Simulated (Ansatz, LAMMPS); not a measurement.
**Localised basis functions on glassy 78SiO2-12MgO-6K2O-4TiO2 (mol %) (147 atoms)**

Aim: test how closely localised support functions follow the reference on glassy 78SiO2-12MgO-6K2O-4TiO2 (mol %) (147 atoms), and at what cost. A setting counts as converged where the r.m.s. difference of forces stays under 1 % of the r.m.s. force.

Method: Kohn-Sham DFT, PBE, PAW (set soft_2), plane waves, in Ansatz 0.2.0.

## (1) Set-up

The cell holds 147 atoms: 40 Si, 6 Mg, 6 K, 2 Ti and 93 O. Its edges and angles: a = 12.817 Å, b = 12.817 Å, c = 12.817 Å, α = 90.0°, β = 90.0°, γ = 90.0°. 147 atoms (40 Si, 6 Mg, 6 K, 2 Ti, 93 O) placed at random at 2.37 g/cm³, melted at 4000 K for 10 ps at fixed volume with the Morse and Coulomb pair potential with partial charges (Pedone, Malavasi, Menziani, Cormack and Segre, J. Phys. Chem. B 110, 11780 (2006)). Quenched from 4000 K to 300 K at 50 K/ps and fixed volume, held 10 ps at zero pressure.

Before any run, some limits are plain. The quench rate of 50 K/ps is orders of magnitude faster than experiment, which tends to freeze in extra defects. The network of bonds at the start is that of the classical potential that made the cell, and needn't be the one that DFT or experiment would give. The Brillouin zone is sampled at Γ only, in a cell whose shortest periodic width is 13 Å.

## (2) How the cell was made

A classical potential supplies the starting structure, since it reaches far longer times than DFT.

This step: classical MD, Morse and Coulomb pair potential with partial charges (Pedone, Malavasi, Menziani, Cormack and Segre, J. Phys. Chem. B 110, 11780 (2006)) (LAMMPS 22 Jul 2025 - Update 4).

File in.lmp:

```
# melt-quench of Si40Mg6K6Ti2O93
units metal
atom_style charge
boundary p p p
region box block 0 12.9403 0 12.9403 0 12.9403
create_box 5 box
mass 1 28.0850   # Si
mass 2 24.3050   # Mg
mass 3 39.0983   # K
mass 4 47.8670   # Ti
mass 5 15.9990   # O
create_atoms 1 random 40 294062 NULL overlap 1.5 maxtry 2000
create_atoms 2 random 6 294069 NULL overlap 1.5 maxtry 2000
create_atoms 3 random 6 294076 NULL overlap 1.5 maxtry 2000
create_atoms 4 random 2 294083 NULL overlap 1.5 maxtry 2000
create_atoms 5 random 93 294090 NULL overlap 1.5 maxtry 2000
pair_style hybrid/overlay pedone 5.5 coul/long 8.0
pair_coeff * * coul/long
pair_coeff 1 5 pedone 0.340554 2.006700 2.100000 1   # Si-O
pair_coeff 2 5 pedone 0.038908 2.281000 2.586153 5   # Mg-O
pair_coeff 3 5 pedone 0.011612 2.062605 3.305308 5   # K-O
pair_coeff 4 5 pedone 0.024235 2.254703 2.708943 1   # Ti-O
pair_coeff 5 5 pedone 0.042395 1.379316 3.618701 22   # O-O
set type 1 charge 2.4
set type 2 charge 1.2
set type 3 charge 0.6
set type 4 charge 2.4
set type 5 charge -1.2
kspace_style pppm 1.0e-4
neigh_modify delay 0 every 1 check yes
thermo_style custom step time temp pe press density
thermo_modify norm yes
timestep 0.002
thermo 100
# [... 15 lines left out ...]
fix md all nvt temp 4000 300 0.2
run 37000 post no
unfix md
thermo 1666
fix md all npt temp 300 300 0.2 iso 0 0 2
run 5000 post no
unfix md
write_dump all custom glass.dump id type xs ys zs modify sort id
```

Launch:

```
$ lmp -in in.lmp -log none -nocite
```

Log:

```text
LAMMPS (22 Jul 2025 - Update 4)
Created orthogonal box = (0 0 0) to (12.9403 12.9403 12.9403)
Created 40 atoms
Created 6 atoms
Created 6 atoms
Created 2 atoms
Created 93 atoms
PPPM initialization ...
  G vector (1/distance) = 0.38712192
  grid = 15 15 15
  estimated relative force accuracy = 4.6787775e-05
   Step          Time           Temp          PotEng         Press         Density
         0   0              0             -2.5363939      504420.87      2.3660149
       100   0.2            0             -15.821729     -15481.052      2.3660149
       105   0.21           0             -15.834427     -11686.424      2.3660149
[... 19 lines left out ...]
[... 2 lines left out ...]
Loop time of 3.68126 s on 1 MPI rank(s) for 5000 steps with 147 atoms
   Step          Time           Temp          PotEng         Press         Density
[... 12 lines left out ...]
Loop time of 25.5557 s on 1 MPI rank(s) for 37000 steps with 147 atoms
   Step          Time           Temp          PotEng         Press         Density
[... 1 line left out ...]
     43316   86.632         275.59997     -15.971982     -10338.853      2.4118688
     44982   89.964         295.14216     -15.970089     -5151.435       2.4015384
     46648   93.296         279.34859     -15.972686     -7886.655       2.4529509
     48000   96             298.31004     -15.971305      1771.3329      2.4348654
Loop time of 4.67031 s on 1 MPI rank(s) for 5000 steps with 147 atoms
```

Wall time 35 s (1 thread of Intel Xeon Platinum 8488C (Sapphire Rapids), shared host); peak memory 0.07 GiB.

## (3) Plane-wave single point

This run is the reference for what follows, at a cutoff of 420 eV.

File input.yaml:

```yaml
crystal:
  lattice:
    - [12.81716, 0.0, 0.0]
    - [0.0, 12.81716, 0.0]
    - [0.0, 0.0, 12.81716]
  atoms:
    - { symbol: Si, position: [0.40932, 0.68375, 0.59544] }
    - { symbol: Si, position: [0.81344, 0.65559, 0.28874] }
    - { symbol: Si, position: [0.1413, 0.00944, 0.42829] }
    - { symbol: Si, position: [0.72604, 0.66452, 0.07887] }
    - { symbol: Si, position: [0.07314, 0.30791, 0.97718] }
    - { symbol: Si, position: [0.52131, 0.74148, 0.99608] }
    - { symbol: Si, position: [0.11821, 0.89089, 0.82118] }
    - { symbol: Si, position: [0.67843, 0.09971, 0.77285] }
    - { symbol: Si, position: [0.60562, 0.44395, 0.12858] }
    - { symbol: Si, position: [0.06494, 0.92508, 0.20421] }
    - { symbol: Si, position: [0.17837, 0.71195, 0.24984] }
    - { symbol: Si, position: [0.29594, 0.82224, 0.4334] }
    - { symbol: Si, position: [0.09628, 0.44944, 0.49324] }
    - { symbol: Si, position: [0.45307, 0.97258, 0.97033] }
    - { symbol: Si, position: [0.45281, 0.49458, 0.32208] }
    - { symbol: Si, position: [0.26517, 0.02614, 0.11376] }
    - { symbol: Si, position: [0.32567, 0.24241, 0.17364] }
    - { symbol: Si, position: [0.56188, 0.45391, 0.68152] }
    - { symbol: Si, position: [0.02051, 0.53387, 0.28331] }
    - { symbol: Si, position: [0.88322, 0.96438, 0.05275] }
    - { symbol: Si, position: [0.49943, 0.3695, 0.91119] }
    - { symbol: Si, position: [0.25406, 0.51816, 0.6678] }
    - { symbol: Si, position: [0.97962, 0.45934, 0.84214] }
    - { symbol: Si, position: [0.30411, 0.66113, 0.05507] }
    - { symbol: Si, position: [0.43136, 0.93602, 0.27309] }
    - { symbol: Si, position: [0.43883, 0.33328, 0.50071] }
    - { symbol: Si, position: [0.73915, 0.24572, 0.18708] }
    - { symbol: Si, position: [0.0204, 0.08973, 0.90939] }
    - { symbol: Si, position: [0.28864, 0.41715, 0.01055] }
    - { symbol: Si, position: [0.60518, 0.63921, 0.437] }
    - { symbol: Si, position: [0.45061, 0.15788, 0.81197] }
    - { symbol: Si, position: [0.16726, 0.24189, 0.36546] }
    [... 109 atom lines left out ...]
    - { symbol: O, position: [0.05005, 0.39201, 0.7627] }
    - { symbol: O, position: [0.22439, 0.74581, 0.35737] }
    - { symbol: O, position: [0.06271, 0.79171, 0.87264] }
    - { symbol: O, position: [0.17286, 0.12951, 0.42256] }
    - { symbol: O, position: [0.39404, 0.5955, 0.29224] }
    - { symbol: O, position: [0.65923, 0.55508, 0.10215] }
kpoints:
  mp_grid: { grid: [1, 1, 1] }
hamiltonian:
  xc: pbe
scf:
  occupations: { method: fixed }
output:
  forces: true
  stress: true
  populations: true
  dos:
    method: { smearing: { sigma: 0.1 } }
    de: 0.1
    projected: { site_lists: { K: [K], Mg: [Mg], O: [O], Si: [Si], Ti: [Ti] } }
  eigenvalues: true
  write_density: true
  write_potential: true
  volumetric_format: npy
```

Launch:

```
$ ansatz run input.yaml --threads 8 --pin off --max-ram 15872MiB --backend cpu --events-out ev --progress --plain --runs-dir out
```

Log:

```text
Engine: ansatz 0.2.0, x86_64-unknown-linux-gnu
Pseudopotentials: kind: paw
Pseudopotential: Si, paw, valence charge 4, recommended cutoff 420 eV (normal), Si.paw.azcp
Pseudopotential: Mg, paw, valence charge 10, recommended cutoff 420 eV (normal), Mg.paw.azcp
Pseudopotential: K, paw, valence charge 9, recommended cutoff 420 eV (normal), K.paw.azcp
Pseudopotential: Ti, paw, valence charge 12, recommended cutoff 420 eV (normal), Ti.paw.azcp
Pseudopotential: O, paw, valence charge 6, recommended cutoff 420 eV (normal), O.paw.azcp
[... 5 lines on functional and potentials left out ...]
Crystal: 147 atoms, lattice volume = 2105.598 Å³
Basis set: ecut = 420 eV, 41155 PW (Γ), exchange–correlation on 180×180×180 points (8 copies of the dense FFT grid, shifted against one another)
Bands: 575, of which v1, the nominal top of the filled ones, is band 428 counted from 1 (427 counted from 0)
Symmetry: 1 space group operations
Space group: P1 (ITA 1), of the structure as read, at distance tolerance 1.3e-4 Å
k-points: 1
[... 11 lines on functional and potentials left out ...]
Initial density: superposition of atomic densities (neutral atoms: chi_scale 0, normalization atom), corrected by the library's trained network
Initial wavefunctions: pseudopotential atomic-orbital guess
Functional: x = pbe(κ = 0.804, μ = 0.219515), c = pbe(β = 0.066725)
SCF iter   1: F=—  HF=-104124.638678 eV  |F-HF|=—  |Δ(HF+E_count)|=         —  Δρ=2.23e-3  dr2=1.34e-1  ethr=1.77e-3  ⟨swp⟩=4.0  Hψ=2236  notcnv=0  defer=143
preconditioner: auto → Resta (q_TF=auto, 2.348 Å⁻¹)  ε∞=3.1  [insulator: Δε(μ)=2.336 eV  Ē_g=15.678 eV  n_scr=460 (ndim 8)  ℏωp=22.6 eV  f_vac=0.191  ε∞_Penn≈3.1]
SCF iter   2: F=—  HF=-104124.634601 eV  |F-HF|=—  |Δ(HF+E_count)|=   4.08e-3  Δρ=1.15e-3  dr2=3.28e-2  ethr=1.56e-5  ⟨swp⟩=2.0  Hψ=1085  notcnv=0  defer=144
SCF iter   3: F=—  HF=-104124.637528 eV  |F-HF|=—  |Δ(HF+E_count)|=   2.93e-3  Δρ=5.44e-4  dr2=9.37e-3  ethr=3.83e-6  ⟨swp⟩=2.0  Hψ=753  notcnv=0  defer=145
SCF iter   4: F=—  HF=-104124.636792 eV  |F-HF|=—  |Δ(HF+E_count)|=   7.36e-4  Δρ=2.02e-4  dr2=1.06e-3  ethr=1.10e-6  ⟨swp⟩=2.0  Hψ=765  notcnv=0  defer=145
SCF iter   5: F=—  HF=-104124.636802 eV  |F-HF|=—  |Δ(HF+E_count)|=   1.00e-5  Δρ=1.38e-4  dr2=4.20e-4  ethr=1.23e-7  ⟨swp⟩=2.0  Hψ=840  notcnv=0  defer=144
SCF iter   6: F=—  HF=-104124.636818 eV  |F-HF|=—  |Δ(HF+E_count)|=   1.60e-5  Δρ=7.62e-5  dr2=1.40e-4  ethr=4.91e-8  ⟨swp⟩=2.0  Hψ=860  notcnv=0  defer=144
SCF iter   7: F=—  HF=-104124.636821 eV  |F-HF|=—  |Δ(HF+E_count)|=   3.68e-6  Δρ=1.99e-5  dr2=9.21e-6  ethr=1.63e-8  ⟨swp⟩=2.0  Hψ=859  notcnv=0  defer=139
SCF iter   8: F=—  HF=-104124.637007 eV  |F-HF|=—  |Δ(HF+E_count)|=   1.86e-4  Δρ=9.76e-6  dr2=2.13e-6  ethr=1.08e-9  ⟨swp⟩=2.0  Hψ=1003  notcnv=0  defer=139
SCF iter   9: F=—  HF=-104124.637008 eV  |F-HF|=—  |Δ(HF+E_count)|=   9.65e-7  Δρ=3.90e-6  dr2=3.38e-7  ethr=2.48e-10  ⟨swp⟩=2.0  Hψ=838  notcnv=0  defer=139
SCF iter  10: F=-104124.637008 eV  HF=-104124.637008 eV  |F-HF|=3.54e-8  |Δ(HF+E_count)|=   1.07e-7  Δρ=1.99e-6  dr2=9.25e-8  ethr=1.17e-11  ⟨swp⟩=24.0  Hψ=5558  notcnv=0
SCF 1 converged in 10 iterations: F = -104124.637008 eV  dr2 = 9.25e-8
  greatest PAW one-centre occupation: 1.000 electrons in one spin orbital (limit 2), on the Mg atom at site 40 (counted from 0), in its partial waves of l = 1
WARN: The input density's exchange-correlation potential varies sharply where the density is thin. Do not read a vacuum level from v_tot or v_xc, or from such a field of the output density. On a cell that repeats whose density bears no net charge and no dipole along the vacuum's axis use v_es (v_loc + v_h of the components); [...]
SCF converged after 10 iterations
Free energy (F): -104124.637008 eV
Harris-Foulkes:  -104124.637008 eV  (|F-HF|=3.54e-8)
Internal energy: -104124.637008 eV  (E = F + TS)
E sigma→0 (E₀):  -104124.637008 eV
Fermi energy:    4.484589 eV
--- Per-component energies (eV) ---
  E_band       = -6553.201286
  E_kinetic    = 20965.579514
  E_local      = -72347.669722  (includes V_loc(G=0)·N_el)
  E_nonlocal   = 6096.970930
  E_hartree    = 27571.022732
  E_xc         = -10336.981677
  E_vxc        = -12200.614689  (∫ρ·V_xc dr)
  E_paw        = -43847.013623  (= ΣΔE_a)
  E_vpaw       = -4209.747065  (= ΣTr[D̂ρ^β])
  E_aug_tail   = 0.238785  (compensation charges beyond the density's cutoff)
  E_ewald      = -32226.783947
  E_smearing   = -0.000000  (= −TS)
  E_closure    = -0.000000  (closes the sum)
  Σ components = -104124.637008   (vs F -104124.637008, Δ=0.00e0)
--- Forces (eV/Å), atoms counted from 1 ---
  atom   1  Si    -0.05706806     1.10812217     1.40482470
  atom   2  Si     0.68693035    -1.99897661    -0.04584086
  atom   3  Si    -0.62529578    -0.54918592     1.22198925
  atom   4  Si     0.29199769    -2.06042627     0.49214907
  atom   5  Si     0.13972489     0.54857831     2.12504443
  atom   6  Si    -0.16167724     0.09554289    -2.01618724
  atom   7  Si    -1.88776444     0.23190033    -2.09563494
  atom   8  Si    -2.82478727    -1.65907977     2.21233662
  atom   9  Si    -1.35593932     0.69560010     0.44164225
  atom  10  Si     4.16028900    -0.15017420     0.14958823
  atom  11  Si    -1.52236104     0.40158970    -0.96498718
  atom  12  Si    -0.83042215    -1.37166010    -4.39277943
  atom  13  Si     0.29974168    -1.72400100    -1.64366189
  atom  14  Si     0.11342244     3.48228645     0.00624104
[...]
atom 146  O     -1.13459811     1.75658801    -0.93194186
  atom 147  O     -0.12954111    -0.39862052     0.16924338
  max |Σ_I F_I| component: 1.25e-4 eV/Å
--- Stress (GPa, compression-positive) ---
        5.378289      -0.673230      -1.191672
       -0.673228       5.198592      -0.737081
       -1.191672      -0.737079       4.641694
  P = ⅓ Tr σ = 5.0729 GPa (50.729 kbar)
--- Band table (eV) ---
  k-point 0: bands = ["-70.8602", "-70.7404", "-70.2582", "-70.0268", [... 559 levels ...], "13.0471", "13.0984", "13.1080", "13.1366", "13.1702", "13.1962", "13.2010", "13.2403", "13.2757", "13.2936", "13.3347", "13.3507"]
--- Löwdin populations: 147 sites ---
  site symbol       q [e]
     0     Si      2.2768
     1     Si      2.3081
     2     Si      2.2101
[...]
146      O      6.8169
  spilling = 0.011700 (of n_electrons = 856.000000)
```

The job ended after 17 s (8 threads of Intel Xeon Platinum 8488C (Sapphire Rapids), shared host; peak memory 3.5 GiB).

The column dr2 measures how far the density is from self-consistency, as an energy; F and HF (Harris–Foulkes) agree once it is small.

The program notes that the exchange-correlation potential is rough where the density is thin.

Read from the output:

| Quantity | Value |
| --- | --- |
| free energy | -104124.6370 eV |
| free energy per atom | -708.3309 eV/atom |
| SCF cycles | 10 |
| pressure | 5.073 GPa |
| r.m.s. force component | 1.356 eV/Å |
| longest force | 6.429 eV/Å |
| Fermi energy | 4.485 eV |
| gap (highest filled to lowest empty level) | 2.12 eV |
| spilling of the projection | 0.0117 |

The r.m.s. force component of 1.4 eV/Å sets the scale for the differences below.

## (4) Support functions low

The cell is solved in localised support functions.

This step: Kohn-Sham DFT, PBE, PAW (set soft_2), localised support functions (low) (Ansatz 0.2.0).

input.yaml, the sections that differ from step 3:

```yaml
scf:
  occupations: { method: fixed }
  eigensolver: { kind: { support_functions: { accuracy: low } } }
  max_iter: 150
output:
  forces: true
  eigenvalues: true
# crystal, kpoints, hamiltonian: as in step 3
```

Log:

```text
Warning: scf.eigensolver.kind.support_functions: disabling space-group detection — the functions' gradient is summed over unrotated k-points, so no spatial operation reduces the k-mesh or symmetrises the density; time reversal is kept, so that k and −k are solved as one point where they differ and the mesh holds both, and exact exchange and, on two spinor components, a DFT+U term hold to it where the run has them: [...]
settings of this run that can trade accuracy for cost: scf.eigensolver.kind.support_functions; scf.eigensolver.kind.support_functions.accuracy: low [...]
[...]
Crystal: 147 atoms, lattice volume = 2105.598 Å³
Basis set: ecut = 420 eV, 41155 PW (Γ), exchange–correlation on 180×180×180 points (8 copies of the dense FFT grid, shifted against one another)
Bands: 514, of which v1, the nominal top of the filled ones, is band 428 counted from 1 (427 counted from 0)
Symmetry: 1 space group operations
k-points: 1
[...]
SCF iter   1: F=—  HF=-104111.255564 eV  |F-HF|=—  |Δ(HF+E_count)|=         —  Δρ=1.05e-1  dr2=2.52e2  ethr=1.00e-1
[...]
SCF iter  14: F=—  HF=-104125.307120 eV  |F-HF|=—  |Δ(HF+E_count)|=   2.47e-3  Δρ=2.75e-5  dr2=3.35e-5  ethr=1.07e-8  κ⁻¹=1.3e-4(r=7)
SCF iter  15: F=-104125.309189 eV  HF=-104125.309191 eV  |F-HF|=2.02e-6  |Δ(HF+E_count)|=   2.07e-3  Δρ=1.11e-5  dr2=4.83e-6  ethr=3.92e-9
SCF 1 converged in 15 iterations: F = -104125.340975 eV  dr2 = 4.83e-6
[...]
SCF converged after 15 iterations
Stability not checked: this state was not tested for a lower state beside it, because the mixer in use, unlike msr1, does not test its closes by its own steps (another_mixer; see scf.mixing.algorithm and scf.lower_state_search)
Free energy (F): -104125.340975 eV
[...]
Internal energy: -104125.340975 eV  (E = F + TS)
E sigma→0 (E₀):  -104125.340975 eV
Fermi energy:    4.484581 eV
[...]
Σ components = -104125.340975   (vs F -104125.340975, Δ=0.00e0)
--- Forces (eV/Å), atoms counted from 1 ---
  atom   1  Si    -0.05710379     1.10799924     1.40548118
  atom   2  Si     0.68649288    -1.99951368    -0.04654903
  atom   3  Si    -0.62601397    -0.54917741     1.22214244
  atom   4  Si     0.29203019    -2.06091018     0.49261759
[...]
atom 147  O     -0.12945991    -0.39985802     0.16945227
  max |Σ_I F_I| component: 3.75e-3 eV/Å
--- Band table (eV) ---
[...]
```

Elapsed: 73 s, on 8 threads; peak memory 5.5 GiB.

The program notes that the band table was not solved further than the SCF left it and it switched symmetry off.

Keys that differ from the reference: support_functions.accuracy = "low" and scf.max_iter = 150.

Forces differ from the reference by 0.73 meV/Å r.m.s., 0.054 % of their size, well within a tolerance of 1 %; the energy by -4.8 meV/atom. It took roughly 4.3 times the reference's time (one timing each, with unlike analyses asked), in 15 cycles against 10.

## (5) Support functions medium

The cell is solved in localised support functions. Besides, the program derives a nominal cutoff of 464 eV for this run, against the reference's 420.

This step: Kohn-Sham DFT, PBE, PAW (set soft_2), localised support functions (medium) (Ansatz 0.2.0).

input.yaml, the sections that differ from step 4:

```yaml
scf:
  occupations: { method: fixed }
  eigensolver: { kind: { support_functions: { accuracy: medium } } }
  max_iter: 150
# crystal, kpoints, hamiltonian, output: as in step 4
```

Log:

```text
[...]
Warning: basis.ecutwfc = 464 eV, auto-derived: no grid that the accuracy of the support functions lays serves the files at the lower one that their records recommend; a deck with other species or settings can derive another value
[...]
Crystal: 147 atoms, lattice volume = 2105.598 Å³
Basis set: ecut = 464 eV, 47833 PW (Γ), exchange–correlation on 192×192×192 points (8 copies of the dense FFT grid, shifted against one another)
Bands: 514, of which v1, the nominal top of the filled ones, is band 428 counted from 1 (427 counted from 0)
Symmetry: 1 space group operations
k-points: 1
[...]
SCF iter   1: F=—  HF=-104111.259340 eV  |F-HF|=—  |Δ(HF+E_count)|=         —  Δρ=1.05e-1  dr2=2.52e2  ethr=1.00e-1
[...]
SCF iter  15: F=—  HF=-104125.310831 eV  |F-HF|=—  |Δ(HF+E_count)|=   2.06e-3  Δρ=1.11e-5  dr2=4.82e-6  ethr=3.91e-9  κ⁻¹=6.4e-5(r=7)
SCF iter  16: F=-104125.312584 eV  HF=-104125.312584 eV  |F-HF|=5.74e-7  |Δ(HF+E_count)|=   1.75e-3  Δρ=6.48e-6  dr2=1.59e-6  ethr=5.64e-10
SCF 1 converged in 16 iterations: F = -104125.342509 eV  dr2 = 1.59e-6
[...]
SCF converged after 16 iterations
[...]
Free energy (F): -104125.342509 eV
[...]
Internal energy: -104125.342509 eV  (E = F + TS)
E sigma→0 (E₀):  -104125.342509 eV
Fermi energy:    4.484625 eV
[...]
Σ components = -104125.342509   (vs F -104125.342509, Δ=0.00e0)
--- Forces (eV/Å), atoms counted from 1 ---
  atom   1  Si    -0.05694169     1.10807701     1.40550596
  atom   2  Si     0.68625891    -1.99908517    -0.04580562
  atom   3  Si    -0.62594504    -0.54929792     1.22208131
  atom   4  Si     0.29199291    -2.06096423     0.49256149
[...]
atom 147  O     -0.12940618    -0.39972030     0.16947601
  max |Σ_I F_I| component: 4.05e-3 eV/Å
--- Band table (eV) ---
[...]
```

Wall time 81 s (8 threads); peak memory 5.6 GiB; 10 min of CPU time.

Keys that differ from the reference: support_functions.accuracy = "medium" and scf.max_iter = 150.

Forces differ from the reference by 0.67 meV/Å r.m.s., 0.050 % of their size, well within a tolerance of 1 %; the energy by -4.8 meV/atom. It took roughly 4.7 times the reference's time (one timing each, with unlike analyses asked), in 16 cycles against 10.

[end of part 1 of 3]

[Long decimals in the printed logs are rounded to 6 places.]

[Logs are printed without paths, hosts, clocks, repeated set-up lines and the standing remarks that a program may print on its own settings, such as how far it seeks lower states.]

[Hosts, paths, dates, database ids (printed as entryN), source tags and the programs' standing remarks are cut or masked in the printed files.]
